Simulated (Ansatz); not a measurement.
# CsZnH3 (model cell, started as cubic perovskite with Zn in the octahedra): following an unstable mode

Wanted: the energy along a soft mode of CsZnH3 (model cell, started as cubic perovskite with Zn in the octahedra) and the structure at the end.

Main program and level: Ansatz 0.2.0; DFT r2SCAN, scalar-relativistic, plane waves, PAW; PAW set soft_1.

The structure was built from a prototype and need not be the compound's stable phase.

## Step 1: Set-up

The structure is cubic, space group Pm-3m (No. 221). Conventional cell: a = 4.091 Å, b = 4.091 Å, c = 4.091 Å, α = 90.00°, β = 90.00°, γ = 90.00°. Cs has 12 H at 2.89 Å nearest. Nearest to Zn lie 6 H at 2.05 Å. Nearest to H lie 2 Zn at 2.05 Å and 4 Cs at 2.89 Å and 8 H at 2.89 Å. Farther neighbours are not listed.

## Step 2: Phonons on a q mesh

The cell comes from relaxations at this level that are not shown. Stability and thermal properties need the whole zone. Linear response on a 2×2×2 q mesh gives force constants as far as a supercell of that size would.

The input, input.yaml:

```yaml
crystal:
  lattice:
    - [4.0907575584, 0.0, 0.0]
    - [0.0, 4.0907575584, 0.0]
    - [0.0, 0.0, 4.0907575584]
  atoms:
    - { symbol: Cs, position: [0.0, 0.0, 0.0] }
    - { symbol: Zn, position: [0.5, 0.5, 0.5] }
    - { symbol: H, position: [0.5, 0.5, 0.0] }
    - { symbol: H, position: [0.5, 0.0, 0.5] }
    - { symbol: H, position: [0.0, 0.5, 0.5] }
kpoints:
  mp_grid: { grid: [12, 12, 12] }
hamiltonian:
  xc: r2scan
  pseudopotentials: { kind: paw, azcp: { folder: soft_1 } }
scf:
  occupations: { method: methfessel_paxton, width: 0.2 }
output:
  eigenvalues: true
phonons:
  method: dfpt
  qmesh: [2, 2, 2]
  temperatures: { t_max: 1000, t_step: 50 }
  qpath:
    path:
      - [[0.0, 0.0, 0.0], [0.0, 0.5, 0.0], [0.5, 0.5, 0.0], [0.0, 0.0, 0.0], [0.5, 0.5, 0.5], [0.0, 0.5, 0.0]]
      - [[0.5, 0.5, 0.5], [0.5, 0.5, 0.0]]
    npoints: 10
```

Launch:

```bash
ansatz run input.yaml --threads 4 --pin off --max-ram 16384MiB --backend cpu --events-out ev --progress --plain --runs-dir out
```

Numbers of over 12 decimals in the logs are rounded to 6 here.

Output:

```text
Engine: ansatz 0.2.0, aarch64-unknown-linux-gnu
Pseudopotentials: kind: paw
Pseudopotential: Cs, paw, valence charge 9, recommended cutoff 500 eV (meta_gga), soft_1/Cs.paw.azcp
Pseudopotential: Zn, paw, valence charge 12, recommended cutoff 500 eV (meta_gga), soft_1/Zn.paw.azcp
Pseudopotential: H, paw, valence charge 1, recommended cutoff 500 eV (meta_gga), soft_1/H.paw.azcp
Functional definition: r2SCAN
  parameter k0 = 0.174
  parameter k1 = 0.065
  parameter a1 = 4.9479
  exchange = r2scan_x(k0 = k0, k1 = k1, a1 = a1)
  correlation = r2scan_c
Crystal: 5 atoms, lattice volume = 68.456 Å³
Basis set: ecut = 500 eV, 1743 PW (Γ), exchange–correlation on 180×180×180 points (216 copies of the dense FFT grid, shifted against one another)
Bands: 17, of which v1, the nominal top of the filled ones, is band 12 counted from 1 (11 counted from 0)
Symmetry: 48 space group operations
k-points: 518 of 1728 (irreducible under 2 space group operations, time reversal used)
Non-local potential: Cs, projectors of the file, l = 0: 3, l = 1: 2, l = 2: 2, l = 3: 2
Non-local potential: Zn, projectors of the file, l = 0: 2, l = 1: 2, l = 2: 3, l = 3: 1
Non-local potential: H, projectors of the file, l = 0: 2, l = 1: 1
PAW form: soft (Blöchl's): semilocal exchange-correlation on the pseudo side does not see the compensation charge
PAW frozen core: Cs, regenerated for the run's functional (the file was generated under x = pbe(κ = 0.804, μ = 0.219515), c = pbe(β = 0.066725))
PAW frozen core: Zn, regenerated for the run's functional (the file was generated under x = pbe(κ = 0.804, μ = 0.219515), c = pbe(β = 0.066725))
PAW one-centre angular grid: Cs, 302 points (default); XC on 160 Gauss nodes
PAW one-centre angular grid: Zn, 590 points (default); XC on 160 Gauss nodes
PAW one-centre angular grid: H, 302 points (default); XC on 160 Gauss nodes
Initial density: superposition of atomic densities (chi_scale 0.1, normalization cell, long waves kept (reshape's long-wave potential 0.00 eV rms))
Initial wavefunctions: pseudopotential atomic-orbital guess
Functional: x = r2scan, c = r2scan; τ floored in thin density (d = 2e-4 eV/Å³)
SCF iter   1: F=—  HF=-9061.077616 eV  |F-HF|=—  |Δ(HF+E_count)|=         —  Δρ=9.85e-2  dr2=6.15e0  dr2_τ=1.70e-2  ethr=3.10e-3  ⟨swp⟩=5.1  Hψ=49818  notcnv=0
preconditioner: auto → Kerker (q_TF=auto, 2.291 Å⁻¹)  [metal: Δε(μ)=0.068 eV  Ē_g=11.451 eV  σ=0.200 eV  W_gap=0.28  n_scr=18 (ndim 8)  ℏωp=22.0 eV  f_vac=0.001  D(μ)=0.42/eV (n_scr^D=0)]
SCF iter   2: F=—  HF=-9059.848760 eV  |F-HF|=—  |Δ(HF+E_count)|=    1.23e0  S|Δr|=    0.00e0  Δρ=4.14e-2  dr2=9.12e-1  dr2_τ=1.07e-2  ethr=3.10e-3  ⟨swp⟩=4.2  Hψ=23702  notcnv=0  defer=478
SCF iter   3: F=—  HF=-9059.550942 eV  |F-HF|=—  |Δ(HF+E_count)|=   2.98e-1  S|Δr|=    0.00e0  Δρ=1.95e-2  dr2=4.09e-1  dr2_τ=2.28e-3  ethr=3.10e-3  ⟨swp⟩=2.0  Hψ=19179  notcnv=0  defer=491
SCF iter   4: F=—  HF=-9059.520907 eV  |F-HF|=—  |Δ(HF+E_count)|=   3.00e-2  S|Δr|=    0.00e0  Δρ=1.02e-2  dr2=3.54e-2  dr2_τ=3.80e-4  ethr=1.71e-3  ⟨swp⟩=2.0  Hψ=18655  notcnv=0  defer=487
SCF iter   5: F=—  HF=-9059.537878 eV  |F-HF|=—  |Δ(HF+E_count)|=   1.70e-2  S|Δr|=    0.00e0  Δρ=3.37e-3  dr2=4.53e-3  dr2_τ=2.98e-5  ethr=1.47e-4  ⟨swp⟩=2.0  Hψ=17551  notcnv=0  defer=481
SCF iter   6: F=—  HF=-9059.537331 eV  |F-HF|=—  |Δ(HF+E_count)|=   5.47e-4  S|Δr|=    0.00e0  Δρ=9.33e-4  dr2=4.82e-4  dr2_τ=4.04e-6  ethr=1.89e-5  ⟨swp⟩=2.2  Hψ=12970  notcnv=0  defer=481
SCF iter   7: F=—  HF=-9059.537356 eV  |F-HF|=—  |Δ(HF+E_count)|=   2.46e-5  S|Δr|=    0.00e0  Δρ=5.85e-4  dr2=1.57e-4  dr2_τ=2.38e-7  ethr=2.01e-6  ⟨swp⟩=2.0  Hψ=13324  notcnv=0  defer=481
SCF iter   8: F=—  HF=-9059.537304 eV  |F-HF|=—  |Δ(HF+E_count)|=   5.13e-5  S|Δr|=    0.00e0  Δρ=4.41e-5  dr2=1.70e-6  dr2_τ=2.76e-8  ethr=6.56e-7  ⟨swp⟩=2.0  Hψ=12136  notcnv=0  defer=481
SCF iter   9: F=—  HF=-9059.537305 eV  |F-HF|=—  |Δ(HF+E_count)|=   9.14e-7  S|Δr|=    0.00e0  Δρ=6.56e-6  dr2=2.23e-8  dr2_τ=1.61e-9  ethr=7.10e-9  ⟨swp⟩=2.1  Hψ=13903  notcnv=0  defer=481
SCF iter  10: F=—  HF=-9059.537305 eV  |F-HF|=—  |Δ(HF+E_count)|=   2.37e-8  S|Δr|=    0.00e0  Δρ=1.38e-6  dr2=6.99e-10  dr2_τ=1.99e-11  ethr=9.30e-11  ⟨swp⟩=2.0  Hψ=14030  notcnv=0  defer=481
SCF iter  11: F=—  HF=-9059.537305 eV  |F-HF|=—  |Δ(HF+E_count)|=  6.13e-10  S|Δr|=    0.00e0  Δρ=4.33e-7  dr2=7.19e-11  dr2_τ=9.84e-13  ethr=2.91e-12  ⟨swp⟩=2.0  Hψ=14026  notcnv=0  defer=481
SCF iter  12: F=-9059.537305 eV  HF=-9059.537305 eV  |F-HF|=5.46e-12  |Δ(HF+E_count)|=  7.28e-12  S|Δr|=    0.00e0  Δρ=6.40e-8  dr2=2.02e-12  dr2_τ=4.06e-14  ethr=1.00e-12  ⟨swp⟩=10.9  Hψ=50399  notcnv=0
the search or the solves at the SCF's close may have found levels that the self-consistency loop had missed (the run counts none). By its estimate they hold under 1e-12 electrons; where the run keeps them, the occupations were computed again with them
SCF 1 converged in 12 iterations: F = -9059.537305 eV  dr2 = 2.02e-12
  greatest PAW one-centre occupation: 0.983 electrons in one spin orbital (limit 2), on the Zn atom at site 1 (counted from 0), in its partial waves of l = 2
Basis set: ecut = 500 eV, 1743 PW (Γ), exchange–correlation on 120×120×120 points (64 copies of the dense FFT grid, shifted against one another)
k-points: 84 of 1728
Initial density: read from a saved state, or passed on in memory by an earlier SCF of this step, an earlier step, the calling program or the single point that the run made first
iter 1 solved again at ethr=3.93e-8 eV; its pass at ethr=3.10e-3 eV (dr2=9.43e-6 eV) is discarded
SCF iter   1: F=—  HF=-9059.537306 eV  |F-HF|=—  |Δ(HF+E_count)|=         —  Δρ=3.00e-7  dr2=3.69e-11  dr2_τ=1.98e-12  ethr=3.93e-8  ⟨swp⟩=3.5  Hψ=12510  notcnv=0
eigensolver tolerance schedule: the retry pair's looser diagonalisation over-reported the residual by 255888.24 of it (diagonalisation noise at an unbounded share of the residual, at the tolerance the schedule requests for it); recorded, not acted on — ethr = c·dr2/N_el stays at c = 1.0e-1
preconditioner: auto → Kerker (q_TF=auto, 2.291 Å⁻¹)  [metal: Δε(μ)=0.067 eV  Ē_g=12.987 eV  σ=0.200 eV  W_gap=0.27  n_scr=18 (ndim 8)  ℏωp=22.0 eV  f_vac=0.001  D(μ)=0.31/eV (n_scr^D=0)]
SCF iter   2: F=—  HF=-9059.537306 eV  |F-HF|=—  |Δ(HF+E_count)|=   2.83e-7  S|Δr|=    0.00e0  Δρ=1.26e-7  dr2=5.17e-12  dr2_τ=1.62e-12  ethr=1.00e-12  ⟨swp⟩=3.6  Hψ=7349  notcnv=0
SCF iter   3: F=-9059.537306 eV  HF=-9059.537306 eV  |F-HF|=3.64e-12  |Δ(HF+E_count)|=  3.64e-12  S|Δr|=    0.00e0  Δρ=6.69e-8  dr2=2.16e-12  dr2_τ=1.51e-13  ethr=1.00e-12  ⟨swp⟩=1.4  Hψ=3310  notcnv=0
SCF 2 converged in 3 iterations: F = -9059.537306 eV  dr2 = 2.16e-12
phonons: the bands overlap, so this run is a metal and interpolates without the dipole-dipole term. If the crystal is really an insulator or semiconductor, its LO-TO splitting is missing
DFPT response loops at Γ: preconditioner auto → Kerker (q_TF=auto, 2.291 Å⁻¹) (partly filled bands, converged f_vac=0.001); β = 1.00, the filter's whole step (`scf.mixing.beta` (0.50) is not read by the response loops under this deck's `scf.mixing.preconditioner`; to damp them name `kerker` or `kerker_dos`, under which they read `scf.mixing.beta`, and type it under 1.00, their step now; both keys bind the ground state too); Broyden in place of MSR1
NSCF: frozen V_eff on 84 k-points
WARN: eigensolver did not converge in 6 slots of this pass, the one above among them; of largest residual over every band (k=10): 1 band(s) unlocked (lowest unlocked band 16, counted from 0; max residual 3.14e-4 eV among the unlocked bands, 3.14e-4 eV over every band); of lowest unlocked band (k=10): band 16
NSCF: frozen V_eff on 686 k-points
DFPT response loops at q = (0, 0, -0.5) (fractional): mixed as the last ones told, above
NSCF: frozen V_eff on 686 k-points
DFPT response loops at q = (0, -0.5, -0.5) (fractional): mixed as the last ones told, above
NSCF: frozen V_eff on 686 k-points
DFPT response loops at q = (-0.5, -0.5, -0.5) (fractional): mixed as the last ones told, above
SCF converged after 12 iterations
Stability not checked: this state was not tested for a lower state beside it, because cold or Methfessel-Paxton smearing, or corrected tetrahedra, fill the levels in a way that the test cannot read (fill_not_monotonic; see scf.lower_state_search)
Free energy (F): -9059.537305 eV
Harris-Foulkes:  -9059.537305 eV  (|F-HF|=5.46e-12)
Internal energy: -9059.538318 eV  (E = F + TS)
E sigma→0 (E₀):  -9059.537559 eV
Entropy (-TS):   0.001013 eV (0.203 meV/atom)
Fermi energy:    5.635038 eV
Step filling:    the computed levels leave a gap of 0.0286 eV = 0.1 smearing widths at the electron count; against every level under it full and every level over it empty, smearing changes F+E_penalty+E_count by +0.046 meV and its σ→0 estimate by -0.208 meV
--- Per-component energies (eV) ---
  E_band       = -30.567923
  E_kinetic    = 329.347261
  E_local      = -2366.220116  (includes V_loc(G=0)·N_el)
  E_nonlocal   = 850.560250
  E_hartree    = 913.365496
  E_xc         = -265.239778
  E_vxc        = -238.526380  (∫ρ·V_xc dr)
  E_paw        = -7004.114201  (= ΣΔE_a)
  E_vpaw       = -443.017308  (= ΣTr[D̂ρ^β])
  E_aug_tail   = -0.000121  (compensation charges beyond the density's cutoff)
  E_vtau       = 10.557566  (kinetic-family band-sum trace: ∫τ·v_τ [+ j·A + Jᵃ·Aᵃ] dr)
  E_ewald      = -1517.104372
  E_core_change = -0.132737  (= ΣΔE_core)
  E_smearing   = 0.001013  (= −TS)
  E_closure    = 0.000000  (closes the sum)
  Σ components = -9059.537305   (vs F -9059.537305, Δ=0.00e0)
--- Band table (eV; the first three rows and the last of 518) ---
  k-point 0: bands = [... 8 lower, -0.5492, -0.5492, 5.3135, 5.3135, 11.1014, 11.1014, 11.1014, 13.2496, ... 1 higher]
  k-point 1: bands = [... 8 lower, -0.5426, -0.3837, 5.2256, 5.3430, 10.9950, 10.9950, 11.0002, 12.9608, ... 1 higher]
  k-point 2: bands = [... 8 lower, -0.5241, 0.1007, 4.9369, 5.4275, 10.7154, 10.7154, 10.9505, 12.3208, ... 1 higher]
  k-point 517: bands = [... 8 lower, -0.4297, 2.4311, 2.4311, 2.4311, 4.7651, 14.9545, 14.9545, 14.9545, ... 1 higher]
--- Phonons (Γ-DFPT): 4 representative perturbations + reference, on 518 of 1728 k-points (Σ response iterations 26) ---
  k mesh reduced under 2 symmetry operations, with k and −k counted as one. Each operation leaves every solved perturbation unchanged. A smaller set is not considered because the functional reads the kinetic-energy density
  ASR residual: 6.939e-5 → 0.000e0 eV/Å²; symmetrization residual: 8.035e-7 eV/Å²
  ASR residual per site (eV/Å²): 9.87e-6 6.94e-5 2.21e-5 2.21e-5 2.21e-5
  Γ frequencies (cm⁻¹): -374.49 -374.49 -374.49 0.00 0.00 0.00 224.26 224.26 224.26 836.28 836.28 836.28 912.00 912.00 912.00
--- Phonons (arbitrary-q DFPT): 4 irreducible q on the 2×2×2 mesh ---
  q = [0.0000, 0.0000, 0.0000] (star 1, of the zone-centre solve; hermiticity 3.40e-7, symmetrization 2.62e-10): -374.49 -374.49 -374.49 -0.00 -0.00 -0.00 224.26 224.26 224.26 836.28 836.28 836.28 912.00 912.00 912.00
  q = [0.0000, 0.0000, -0.5000] (star 3, 9 solved perturbations in 2646 linear systems a pass and spin channel, the states on 343 of 1728 k-point pairs; hermiticity 3.00e-7, symmetrization 2.79e-12): -349.34 -349.34 94.01 94.01 94.41 122.15 224.78 224.78 404.26 843.69 843.69 899.83 909.40 909.40 958.86
  q = [0.0000, -0.5000, -0.5000] (star 3, 9 solved perturbations in 2646 linear systems a pass and spin channel, the states on 343 of 1728 k-point pairs; hermiticity 4.37e-7, symmetrization 9.07e-13): -1195.74 -258.44 61.43 61.43 96.54 155.22 155.22 343.98 667.04 822.98 876.00 876.00 877.62 877.62 974.62
  q = [-0.5000, -0.5000, -0.5000] (star 1, 4 solved perturbations in 931 linear systems a pass and spin channel, the states on 343 of 1728 k-point pairs; hermiticity 1.43e-8, symmetrization 4.35e-12): -1092.78 -1092.78 102.04 102.04 102.04 140.87 140.87 140.87 796.56 796.56 796.56 814.24 926.77 926.77 926.77
  sum rule: each row above includes the acoustic sum rule's correction from the zone centre's row sums; it moved no ω² by more than (2.44 cm⁻¹)²
  mesh force constants: q→R imaginary residual 1.72e-17; ASR residual 6.939e-5 → 0.000e0 eV/Å²; symmetrization residual 6.217e-15 eV/Å²
  interpolated dispersion: 62 rows × 15 modes
  density of states and harmonic sums: on the 16×16×16 q-mesh, interpolated from the force constants of a 2×2×2 supercell (no non-analytic term)
  largest difference from the sums on the solved wave vectors: F 8.85e-2 eV, S 9.30e-5 and C_V 4.62e-5 eV/K
  zero-point energy: 0.408496 eV/cell   skipped modes (ω ≤ 0): 410, of them read as no rigid motion or as one in doubt: 407 (2.502e0 modes/cell left out, lowest -1195.74 cm⁻¹)   left out of the sums: 1.67e-1 of the cell's modes: C_V's classical limit lies that fraction below 3 k_B per atom; for a crystal, a wire or a layer, F and S can be off by more, and a phonons.interpolated_qmesh denser along its periods is the remedy for the sampling
```

The job ended after 17 min (4 threads of Arm Neoverse V1, shared host; peak memory 4 GiB).

The column dr2 measures how far the density is from self-consistency, as an energy; F and HF (Harris–Foulkes) agree once it is small.

Numbers from this step:

```
volume per atom                                         : 13.69 Å³
gap on the k-mesh                                       : 0 eV
sum-rule residual before enforcement                    : 6.94e-5 eV/Å²
lowest frequency on the path                            : -1196 cm⁻¹
point group                                             : m-3m
highest frequency on the path or at a solved wavevector : 974.6 cm⁻¹
highest optical mode at the zone centre (no LO-TO term) : 912 cm⁻¹
lowest optical zone-centre mode                         : -374.5 cm⁻¹
lowest mode on the q mesh (acoustic modes at Γ apart)   : -1196 cm⁻¹
```

Frequencies (cm⁻¹) solved at each irreducible wavevector; negative means imaginary. Frequencies by wavevector, by row:

```csv
q in reciprocal lattice units,star,mode 1,mode 2,mode 3,mode 4,mode 13,mode 14,mode 15
0 0 0,1,-374.5,-374.5,-374.5,0,912,912,912
0 0 -0.5,3,-349.3,-349.3,94,94,909.4,909.4,958.9
0 -0.5 -0.5,3,-1196,-258.4,61.4,61.4,877.6,877.6,974.6
-0.5 -0.5 -0.5,1,-1093,-1093,102,102,926.8,926.8,926.8
```

Interpolated from a 2×2×2 q mesh, rough between the solved points. The phonon branches at the labelled points (cm⁻¹):

```csv
point,branch 1,branch 2,branch 3,branch 4,branch 12,branch 13,branch 14,branch 15
Γ,-374,-374,-374,0,836,912,912,912
halfway,-362,-362,-184,63,869,908,908,936
X,-349,-349,94,94,900,909,909,959
halfway,-938,-300,24,73,895,900,901,956
M,-1196,-258,61,61,876,878,878,975
halfway,-759,-330,-50,33,888,896,898,953
Γ,-374,-374,-374,0,836,912,912,912
halfway,-760,-760,-24,65,850,911,911,966
R,-1093,-1093,102,102,814,927,927,927
halfway,-977,-761,34,77,845,924,931,941
X,-349,-349,94,94,900,909,909,959
jump to R,-1093,-1093,102,102,814,927,927,927
halfway,-1145,-825,82,82,824,915,915,951
M,-1196,-258,61,61,876,878,878,975
```

Symmetry leaves 4 wavevectors to solve. The lowest mode among them, the acoustic zeros apart, lies at q = (0, -0.5, -0.5) and is imaginary, 1195.7i cm⁻¹, so the energy falls along it.

## Step 3: The mode frozen in, largest atomic shift 0 Å

The mode followed lies at q = (-0.5, -0.5, -0.5) with frequency 1092.8i cm⁻¹ and is 2-fold degenerate, one of the unstable modes though not the softest. At small amplitude the distorted cell has space group no. 69 by a symmetry search on the positions. The undistorted cell that holds it gives the zero of energy on the same k mesh.

System of this step: CsZnH3 (model cell, started as cubic perovskite with Zn in the octahedra). The structure is cubic, space group Pm-3m (No. 221). Conventional cell: a = 4.091 Å, b = 4.091 Å, c = 4.091 Å, α = 90.00°, β = 90.00°, γ = 90.00°. Nearest to Cs lie 12 H at 2.89 Å. Zn has 6 H at 2.05 Å nearest. H has 2 Zn at 2.05 Å and 4 Cs at 2.89 Å and 8 H at 2.89 Å nearest. Farther neighbours are not listed.

The input, input.yaml:

```yaml
crystal:
  lattice:
    - [4.0907575584, 4.0907575584, 0.0]
    - [4.0907575584, 0.0, 4.0907575584]
    - [4.0907575584, 0.0, -4.0907575584]
  atoms:
    - { symbol: Cs, position: [0.0, 0.0, 0.0] }
    - { symbol: Cs, position: [0.0, 0.5, 0.5] }
    - { symbol: Zn, position: [0.5, 0.25, 0.75] }
    - { symbol: Zn, position: [0.5, 0.75, 0.25] }
    - { symbol: H, position: [0.5, 0.0, 0.0] }
    - { symbol: H, position: [0.5, 0.5, 0.5] }
    - { symbol: H, position: [0.0, 0.5, 0.0] }
    - { symbol: H, position: [0.0, 0.0, 0.5] }
    - { symbol: H, position: [0.5, 0.0, 0.5] }
    - { symbol: H, position: [0.5, 0.5, 0.0] }
kpoints:
  mp_grid: { grid: [10, 10, 10] }
hamiltonian:
  xc: r2scan
  pseudopotentials: { kind: paw, azcp: { folder: soft_1 } }
scf:
  occupations: { method: methfessel_paxton, width: 0.2 }
output:
  forces: true
  stress: true
  eigenvalues: true
```

Output:

```text
[...]
Crystal: 10 atoms, lattice volume = 136.912 Å³
Basis set: ecut = 500 eV, 3479 PW (Γ), exchange–correlation on 180×180×180 points (64 copies of the dense FFT grid, shifted against one another)
Bands: 34, of which v1, the nominal top of the filled ones, is band 24 counted from 1 (23 counted from 0)
Symmetry: 96 space group operations
[...]
k-points: 47 of 1000
[...]
k-point 0: bands = [... 20 lower, 2.4314, 2.4314, 4.7650, 5.3138, 5.3138, 11.1014, 11.1014, 11.1014, ... 6 higher]
  k-point 1: bands = [... 20 lower, 2.5266, 2.5266, 5.0770, 5.2828, 5.2828, 10.6599, 11.1652, 11.1652, ... 6 higher]
  k-point 2: bands = [... 20 lower, 2.7950, 2.7950, 5.1748, 5.1748, 5.8214, 9.8125, 11.3241, 11.3241, ... 6 higher]
  k-point 46: bands = [... 20 lower, 3.0411, 3.4912, 4.3847, 4.9203, 10.1031, 10.2433, 10.3030, 10.5665, ... 6 higher]
[key lines of the parts left out:]
SCF converged after 10 iterations
Free energy (F): -18119.072921 eV
Fermi energy:    5.654779 eV
P = ⅓ Tr σ = -0.0062 GPa (-0.062 kbar)
```

Elapsed: 11 s, on 4 threads; peak memory 0.95 GiB; 42 s of CPU time.

This step gave:

| Item | Value |
| --- | --- |
| pressure | -0.006243 GPa |
| energy from the undistorted cell | 0 meV/atom |

The run ends at a pressure of -0.01 GPa.

[end of part 1 of 3]

[Logs are printed without paths, hosts, clocks, repeated set-up lines and the standing remarks that a program may print on its own settings, such as how far it seeks lower states.]

[Hosts, paths, dates, database ids (printed as entryN), source tags and the programs' standing remarks are cut or masked in the printed files.]
